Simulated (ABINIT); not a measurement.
# TaAgO3 (R3c): changed settings of a GW run in ABINIT

Aim: change inputs of a GW run on TaAgO3 (R3c) and see what moves.

Main program and level: ABINIT 10.8.3; LDA and many-body steps on it, plane waves.

Report form: the programs' logs are mostly left out.

## Step 1: Set-up

Symmetry: R3c, No. 161, trigonal system. The conventional cell has a = 5.528 Å, b = 5.528 Å, c = 13.716 Å, α = 90.00°, β = 90.00°, γ = 120.00°. Ta has 6 O at 1.94 to 2.03 Å nearest. Nearest to Ag lie 3 O at 2.46 Å. O has 2 Ta at 1.94 to 2.03 Å and 1 Ag at 2.46 Å nearest. Farther neighbours and most contacts between anions are not listed.

The cell and positions come from the Crystallography Open Database and are kept as given unless a step says otherwise. Spin-orbit coupling is left out unless a step names it.

## Step 2: Screening, 4×4×4 mesh, 167 bands, screening to 114.3 eV

This step: ABINIT 10.8.3; RPA screening on LDA, plane waves, norm-conserving pseudopotentials.

The RPA dielectric matrix is built and inverted for each q.

The input, run.abi:

```
acell 3*1.0 Angstrom
rprim 
  2.764050000011 1.595825011582 4.571966666692
  -2.764050000011 1.595825011582 4.571966666692
  -0.000000000000 -3.191650023098 4.571966666716
ntypat 3
znucl 73 47 8
natom 10
typat 1 1 2 2 3 3 3 3 3 3
xred 
  0.000000000000 0.000000000000 0.000000000000
  0.500000000000 0.500000000000 0.500000000000
  0.249200000000 0.249200000000 0.249200000000
  0.749200000000 0.749200000000 0.749200000000
  0.810800000000 0.700900000000 0.241300000000
  0.241300000000 0.810800000000 0.700900000000
  0.700900000000 0.241300000000 0.810800000000
  0.741300000000 0.200900000000 0.310800000000
  0.200900000000 0.310800000000 0.741300000000
  0.310800000000 0.741300000000 0.200900000000
pp_dirpath "pseudos"
pseudos "Ta.upf, Ag.upf, O.upf"
ecut 39
ngkpt 4 4 4
nshiftk 1
shiftk 0 0 0
kptopt 1
chksymbreak 0
istwfk *1
occopt 1
irdwfk 1
optdriver 3
nband 167
ecuteps 4.2
inclvkb 2
awtr 1
symchi 1
indata_prefix "in"
outdata_prefix "out"
tmpdata_prefix "tmp"
```

The run is started by

```
$ OMP_NUM_THREADS=1 mpirun -n 4 abinit run.abi > log
```

Elapsed: 19 min, on 4 MPI ranks of Arm Neoverse V1, shared host; peak memory 5.6 GiB; 75 min of CPU time.

This step gave:

```yaml
eps_infinity_with_local_fields_on_this_mesh_along_the_program_s_q_direction: 6.725
the_same_without_local_fields: 7.063
plasma_frequency: 33.76 eV
plane_waves_in_the_screening_matrix: 331
```

Local fields lower ε∞ by 5 %.

## Step 3: Base

The self-energy is evaluated for the states that the input lists, and the levels follow from it, in one-shot runs by the linearised quasiparticle equation.

This step: G0W0 on LDA, plane waves, norm-conserving pseudopotentials.

Changes to run.abi since step 2:

```diff
@@ -31,8 +31,19 @@
 irdwfk 1
-optdriver 3
+optdriver 4
 nband 167
+gwcalctyp 0
+ecutsigx 39
+symsigma 1
+nkptgw 3
+kptgw 
+  -0.2500000000 0.2500000000 0.2500000000
+  0.5000000000 0.5000000000 0.0000000000
+  0.0000000000 0.0000000000 0.0000000000
+bdgw 
+  49 52
+  49 52
+  49 53
 ecuteps 4.2
-inclvkb 2
-awtr 1
-symchi 1
+irdscr 1
+ppmodel 1
 indata_prefix "in"
```

Wall time 94 s (4 MPI ranks); peak memory 3.6 GiB; 6.3 min of CPU time.

Numbers from this step:

* G0W0 gap on the points computed: 3.555 eV
* starting gap on the mesh: 1.976 eV
* k of the valence top: 0, 0, 0
* k of the conduction bottom: 0, 0, 0
* Z at the valence top: 0.786
* Z at the conduction bottom: 0.834
* least direct G0W0 gap on the computed points: 3.555 eV

The gap on the mesh goes from 1.98 eV to 3.55 eV, a correction of +1.58 eV.

## Step 4: Scissors in G

Changes to run.abi since step 3:

```diff
@@ -48,2 +48,3 @@
 ppmodel 1
+mbpt_sciss 0.5 eV
 indata_prefix "in"
```

Elapsed: 95 s, on 4 MPI ranks; peak memory 3.5 GiB; 6.3 min of CPU time.

Numbers from this step:

- G0W0 gap on the points computed: 3.607 eV
- starting gap on the mesh: 1.976 eV
- k of the valence top: 0, 0, 0
- k of the conduction bottom: 0, 0, 0
- Z at the valence top: 0.786
- Z at the conduction bottom: 0.835
- least direct G0W0 gap on the computed points: 3.607 eV

## Step 5: Another k mesh than the file's

Changes to run.abi since step 4:

```diff
@@ -23,3 +23,3 @@
 ecut 39
-ngkpt 4 4 4
+ngkpt 5 5 5
 nshiftk 1
@@ -48,3 +48,2 @@
 ppmodel 1
-mbpt_sciss 0.5 eV
 indata_prefix "in"
```

Run time: 3.1 s. Hardware: 4 MPI ranks; peak memory 0.19 GiB.

The run stopped with an error after 3.1 s.

The program's words: Cannot continue, basic dimensions/parameters reported in the header do not agree with input file. Check consistency between the content of the WFK external file and the input file.

The fault put into this input: another k mesh than the file's.

## Step 6: Side by side

Times are wall times on 4 MPI ranks of Arm Neoverse V1, shared host, good to a factor of about two. A run's time includes the screening step that it read.

| run | mesh | bands | screening cutoff (eV) | DFT gap (eV) | gap on the mesh (eV) | direct (eV) | ε∞ used | time |
| --- | --- | --- | --- | --- | --- | --- | --- | --- |
| base | 4×4×4 | 167 | 114.3 | 1.976 | 3.555 | 3.555 | 6.72 | 20 min |
| scissors in G | 4×4×4 | 167 | 114.3 | 1.976 | 3.607 | 3.607 | 6.72 | 20 min |

## Step 7: Summary of results

| Item | Value |
| --- | --- |
| base | 3.555 eV |
| scissors in G | 3.607 eV |
| known limits | not at the basis limit; d shell near the gap, gap tends to lie low; no spin-orbit coupling |

**Reading.** Scissors in G: +0.052 eV against base (keys changed: mbpt_sciss). Bands and cutoff are finite, so the gap is not at the basis limit. The miss can reach some tenths of an eV and take either sign; the mesh is an error of its own. In the G0W0 runs levels were corrected at 3 k points alone, so a gap called «on the mesh» is the least over those, and an edge elsewhere would be missed. A d shell, filled or nearly so, lies near the gap. One-shot GW converges very slowly in bands there, not always from below, and on a semilocal start the gap tends to come out low; starts rich in exact exchange can overshoot instead. The many-body steps are scalar-relativistic: spin-orbit coupling is not in them.

[Paths, hosts, dates, memory and timing lines, banners, echoed tables and standing remarks are left out of the program output.]

[Logs are printed without paths, hosts, clocks, repeated set-up lines and the standing remarks that a program may print on its own settings, such as how far it seeks lower states.]

[Runs of the session that timed out or met a known fault of the program may be left out.]

[Hosts, paths, dates, database ids (printed as entryN), source tags and the programs' standing remarks are cut or masked in the printed files.]

[G0W0 gaps are taken among the corrected bands and points alone; a level outside them can change the order at an edge.]

[Where Ansatz stands beside ABINIT at settings called matched, ABINIT's density can come from a denser mesh and the files from another edition; pairs whose starting gaps differed by over 0.03 eV were left out, so agreement reads better than it is.]
